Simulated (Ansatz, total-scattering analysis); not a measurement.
# Isotope substitution on H in ethanol

Two samples of ethanol (12 ethanol; C 22.2, O 11.1, H 66.7 atom %; 340 K, fixed volume; ρ₀ = 0.0929 Å⁻³) differ only in the isotope of H: D (b = 6.6681 fm) and H (b = -3.7395 fm). Other lengths: C 6.6472, O 5.8037 fm. The data are simulated by ab initio molecular dynamics with Ansatz (revPBE-D3(BJ), plane waves, PAW default files, Langevin thermostat, no spin, fixed volume, H with the mass of D). The average runs over 0.50 ps of 108 atoms, so shells between rare elements are rough. Mean temperature 339 K, largest m.s.d. 1.28 Å², energy drift +0 meV an atom (last third less first, no steady trend), Langevin friction 10 ps⁻¹; the first quarter of the run is discarded. Preparation: last frame of a classical run of this cell, a melt at this density, then 0.4 ps at 340 K with a cheaper basis and a friction of 10 ps⁻¹ (mean temperature of the first stage 337 K), too short to forget the start in full. So short a stretch relaxes bonds and nearest shells but still remembers its start. It is a liquid as far as so short a run tells. The partials come from the cell's reciprocal vectors below 4 Å⁻¹ and from g(r) above; absorption, incoherent and inelastic scattering are left out. F(Q) = Σ ci cj bi bj (Sij − 1), in barn per steradian and atom:

```
Q (Å⁻¹)      2H      1H  difference
    0.6  -0.292  -0.209      -0.083
    0.9  -0.252  -0.192      -0.060
    1.2   0.160  -0.181       0.341
    1.5   0.414  -0.127       0.541
    1.8   0.050  -0.076       0.126
    2.1  -0.079  -0.111       0.033
    2.4  -0.036  -0.059       0.023
    2.7  -0.041  -0.046       0.005
    3.0  -0.025  -0.004      -0.021
    3.3  -0.025   0.000      -0.025
    3.6  -0.040   0.020      -0.060
    3.9  -0.059   0.002      -0.061
    4.2  -0.077   0.018      -0.096
    4.5  -0.086   0.060      -0.146
    4.8  -0.090   0.104      -0.194
    5.1  -0.090   0.115      -0.206
    5.4  -0.065   0.086      -0.151
    5.7  -0.016   0.035      -0.051
    6.0   0.024  -0.014       0.038
    6.3   0.042  -0.050       0.092
    6.6   0.052  -0.072       0.124
    6.9   0.065  -0.080       0.144
    7.2   0.070  -0.068       0.138
    7.5   0.059  -0.042       0.101
    7.8   0.041  -0.018       0.059
    8.1   0.030  -0.001       0.031
    8.4   0.021   0.012       0.009
    8.7   0.006   0.019      -0.014
    9.0  -0.013   0.017      -0.030
    9.3  -0.026   0.010      -0.035
    9.6  -0.032   0.007      -0.040
    9.9  -0.038   0.013      -0.052
   10.2  -0.045   0.023      -0.068
   10.5  -0.047   0.030      -0.077
   10.8  -0.040   0.031      -0.070
```

The first difference in real space, ΔG(r), in barn (from the pair functions, so without the broadening of a finite Q range):

| r (Å) | first difference G(r) |
| --- | --- |
| 0.50 | -0.428 |
| 0.58 | -0.428 |
| 0.66 | -0.428 |
| 0.74 | -0.428 |
| 0.82 | -0.428 |
| 0.90 | -0.407 |
| 0.98 | 1.017 |
| 1.06 | 2.972 |
| 1.14 | 2.882 |
| 1.22 | -0.397 |
| 1.30 | -0.428 |
| 1.38 | -0.428 |
| 1.46 | -0.427 |
| 1.54 | -0.419 |
| 1.62 | -0.382 |
| 1.70 | -0.154 |
| 1.78 | 0.102 |
| 1.86 | -0.138 |
| 1.94 | -0.117 |
| 2.02 | 0.129 |
| 2.10 | 0.447 |
| 2.18 | 0.600 |
| 2.26 | 0.061 |
| 2.34 | -0.208 |
| 2.42 | -0.191 |
| 2.50 | -0.135 |
| 2.58 | -0.122 |
| 2.66 | -0.115 |
| 2.74 | -0.104 |
| 2.82 | -0.104 |
| 2.90 | -0.106 |
| 2.98 | -0.102 |
| 3.06 | -0.039 |
| 3.14 | -0.046 |
| 3.22 | -0.035 |
| 3.30 | -0.018 |
| 3.38 | -0.001 |
| 3.46 | -0.018 |
| 3.54 | -0.038 |

**Question.** Which pairs survive in the difference, and what is the first shell of H?

Pairs without H cancel. ΔG(r) = Σ W [g(r) − 1] with W = 2 c(H) c(j) b(j) Δb, and c(H)² (b₁² − b₂²) for H–H: H–C 0.2050, H–O 0.0895, H–H 0.1355 barn. At small r, ΔG → −ΣW = -0.430; in this finite cell the H–H term carries (N − 1)/N with N = 72 atoms of H, which gives -0.428.

The first feature holds O–H (0.98 Å, 0.2 neighbours by the coordinates) and C–H (1.10 Å, 0.8 neighbours by the coordinates) together, so its area gives only their weighted sum.

Shells of H from the coordinates: O–H at 0.98 Å, 0.2 neighbours to 1.26 Å; C–H at 1.10 Å, 0.8 neighbours to 1.40 Å; H–H at 1.78 Å, 1.4 neighbours to 2.04 Å (first peaks with a usable minimum only). Counts average over all H, whatever molecule they sit on, and second peaks of a pair (H two bonds away, hydrogen bonds) add features between 1.5 and 2.5 Å that aren't listed. The structure is taken to be the same for both isotopes, which holds least well for H and D.

[Logs are printed without paths, hosts, clocks, repeated set-up lines and the standing remarks that a program may print on its own settings, such as how far it seeks lower states.]
